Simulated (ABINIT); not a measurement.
# H3BrO (Cm): G0W0 with and without spin-orbit coupling, part 2 of 2

Aim: spinor G0W0 for H3BrO (Cm) beside the scalar-relativistic result.

ABINIT 10.8.3; PBEsol and many-body steps on it, plane waves. Known limits of the many-body steps: not at the basis limit; screening head approximate; no spin-orbit coupling in some runs; coarse k mesh.

So far. Step 4 (Scalar-relativistic): The gap on the mesh goes from 4.31 eV to 6.47 eV, a correction of +2.16 eV. Step 5 (Empty states on the mesh, 2×2×2 mesh, 92 bands): On this mesh the gap is 4.247 eV.

## Step 7: With spin-orbit coupling

This step: G0W0 on PBEsol with spin-orbit coupling, plane waves, norm-conserving pseudopotentials.

Input file run.abi:

```
acell 3*1.0 Angstrom
rprim 
  3.486419000000 -2.476209000000 0.000000000000
  3.486419000000 2.476209000000 -0.000000000000
  -1.714341000000 -0.000000000000 4.084576000000
ntypat 3
znucl 1 35 8
natom 5
typat 1 1 1 2 3
xred 
  0.314472000000 0.314472000000 0.352441000000
  0.642675000000 0.307942000000 0.680036000000
  0.307942000000 0.642675000000 0.680036000000
  0.016087000000 0.016087000000 0.988660000000
  0.460242000000 0.460242000000 0.536286000000
pp_dirpath "pseudos"
pseudos "H.upf, Br.upf, O.upf"
ecut 36
nspinor 2
ngkpt 2 2 2
nshiftk 1
shiftk 0 0 0
kptopt 1
chksymbreak 0
istwfk *1
occopt 1
irdwfk 1
optdriver 4
nband 84
gwcalctyp 0
ecutsigx 36
symsigma 0
nkptgw 1
kptgw 
  0.0000000000 0.0000000000 0.0000000000
bdgw 
  13 20
ecuteps 3.6
irdscr 1
ppmodel 1
indata_prefix "in"
outdata_prefix "out"
tmpdata_prefix "tmp"
```

The run is started by

```sh
> OMP_NUM_THREADS=1 mpirun -n 8 abinit run.abi > log
```

Numbers of over 12 decimals in the logs are rounded to 6 here.

The log of the run:

```text
.Version 10.8.3 of ABINIT. v10.8.2 released Aug 2026.

 Symmetries : space group Cm (#  8); Bravais mC (1-face-center monocl.)
[... echo of the input left out ...]
== DATASET  1 ==================================================================
-   mpi_nproc: 8, omp_nthreads: 1 (-1 if OMP is not activated)

--- !DatasetInfo
iteration_state: {dtset: 1, }
dimensions: {natom: 5, nkpt: 6, mband: 84, nsppol: 1, nspinor: 2, nspden: 1, mpw: 4928, }
cutoff_energies: {ecut:  36.0, pawecutdg:  -1.0, }
electrons: {nelect:   1.60000000E+01, charge:   0.00000000E+00, occopt:   1.00000000E+00, tsmear:   1.00000000E-02, }

 SIGMA: Calculation of the GW corrections

 Based on a program developped by R.W. Godby, V. Olevano, G. Onida, and L. Reining.
 Incorporated in ABINIT by V. Olevano, G.-M. Rignanese, and M. Torrent.
.Using double precision arithmetic ; gwpc =  8

[... cell and pseudopotentials left out ...]
--------------------------------------------------------------------------------

 ==== K-mesh for the wavefunctions ====
 Number of points in the irreducible wedge :     6
[... list of points left out ...]
 Together with  2 symmetry operations and time-reversal symmetry
 yields     8 points in the full Brillouin Zone.

 ==== Q-mesh for screening function ====
 Number of points in the irreducible wedge :     6
[... list of points left out ...]
 Together with  2 symmetry operations and time-reversal symmetry
 yields     8 points in the full Brillouin Zone.

 vcoul_init : cutoff-mode = AUXILIARY_FUNCTION
 q-points for optical limit:   1
     1)      0.000010    0.000020    0.000030
 setmesh: FFT mesh size selected  =    45x   45x   45
          total number of points  =        91125

 Number of electrons calculated from density =   16.0000; Expected =   16.0000
[...]
number of symmetry operations                       2
 number of k-points in BZ                            8
 number of q-points in BZ                            8
 number of frequencies for dSigma/dE                 9
 frequency step for dSigma/dE [eV]                0.25
 number of omega for Sigma on real axis              0
 max omega for Sigma on real axis  [eV]           0.00
 zcut for avoiding poles [eV]                     0.10

 EPSILON^-1 parameters (SCR file):
 dimension of the eps^-1 matrix on file            159
 dimension of the eps^-1 matrix used               159
 number of plane-waves for wavefunctions          4873
 number of bands                                    84
 number of q-points in IBZ                           6
 number of frequencies                               2
 number of real frequencies                          1
 number of imag frequencies                          1

 matrix elements of self-energy operator (all in [eV])

 Perturbative Calculation

--- !SelfEnergy_ee
iteration_state: {dtset: 1, }
kpoint     : [   0.000,    0.000,    0.000, ]
spin       : 1
KS_gap     :    4.247
QP_gap     :    6.391
Delta_QP_KS:    2.144
data: !SigmaeeData |
     Band     E0 <VxcDFT>   SigX SigC(E0)      Z dSigC/dE  Sig(E)    E-E0       E
       13  -1.894 -13.251 -16.690   2.346   0.822  -0.216 -14.150  -0.899  -2.793
       14  -1.894 -13.251 -16.690   2.346   0.822  -0.216 -14.150  -0.899  -2.793
       15  -1.443 -12.898 -16.505   2.403   0.822  -0.217 -13.888  -0.990  -2.434
[...]
19   6.679  -6.849  -2.663  -2.806   0.860  -0.163  -5.662   1.186   7.866
       20   6.679  -6.849  -2.663  -2.806   0.860  -0.163  -5.662   1.186   7.866

== END DATASET(S) ==============================================================
================================================================================

 -outvars: echo values of variables after computation  --------
           etotal      0.0000000000E+00
            nband          84
             nkpt           6
          spgroup           8
 [... the other variables as echoed above ...]

 Calculation completed.
```

Wall time 4.6 s (8 MPI ranks of Arm Neoverse V2, shared host); peak memory 0.95 GiB; 36 s of CPU time.

Numbers from this step:

| Item | Value |
| --- | --- |
| G0W0 gap on the points computed | 6.391 eV |
| starting gap on the mesh | 4.247 eV |
| k of the valence top | 0, 0, 0 |
| k of the conduction bottom | 0, 0, 0 |
| Z at the valence top | 0.822 |
| Z at the conduction bottom | 0.855 |
| least direct G0W0 gap on the computed points | 6.391 eV |

Against G0W0 in ABINIT (2×2×2 mesh, 42 bands, screening to 98 eV, Godby-Needs plasmon pole), the gap moves by −0.081 eV.

## Step 8: Side by side

Times are wall times on 8 MPI ranks of Arm Neoverse V2, shared host, good to a factor of about two. A run's time includes the screening step that it read.

| run | mesh | bands | screening cutoff (eV) | DFT gap (eV) | gap on the mesh (eV) | direct (eV) | ε∞ used | time |
| --- | --- | --- | --- | --- | --- | --- | --- | --- |
| scalar-relativistic | 2×2×2 | 42 | 98 | 4.312 | 6.472 | 6.472 | 3.05 | 4.7 s |
| with spin-orbit coupling | 2×2×2 | 84 | 98 | 4.247 | 6.391 | 6.391 | 3.06 | 11 s |

## Step 9: Outcome

* scalar-relativistic: 6.472 eV
* with spin-orbit coupling: 6.391 eV
* known limits: not at the basis limit; screening head approximate; no spin-orbit coupling in some runs; coarse k mesh

With spin-orbit coupling: −0.081 eV against scalar-relativistic, −0.065 eV of it in the start. Bands and cutoff are finite, so the gap is not at the basis limit. The miss can reach some tenths of an eV and take either sign; the mesh is an error of its own. In the first G0W0 run levels were corrected at 1 k point alone, so a gap called «on the mesh» is the least over those, and an edge elsewhere would be missed. The 2×2×2 mesh is coarse for this cell, which bears on the long-range parts of exchange and screening. The long-wavelength limit of the screening leaves out the non-local commutator, which shifts ε∞.

[Paths, hosts, dates, memory and timing lines, banners, echoed tables and standing remarks are left out of the program output.]

[Logs are printed without paths, hosts, clocks, repeated set-up lines and the standing remarks that a program may print on its own settings, such as how far it seeks lower states.]

[Runs of the session that timed out or met a known fault of the program may be left out.]

[No measured gap is set beside runs whose start may be inverted or whose files or cutoffs have a known fault.]

[Hosts, paths, dates, database ids (printed as entryN), source tags and the programs' standing remarks are cut or masked in the printed files.]

[G0W0 gaps are taken among the corrected bands and points alone; a level outside them can change the order at an edge.]

[Where Ansatz stands beside ABINIT at settings called matched, ABINIT's density can come from a denser mesh and the files from another edition; pairs whose starting gaps differed by over 0.03 eV were left out, so agreement reads better than it is.]
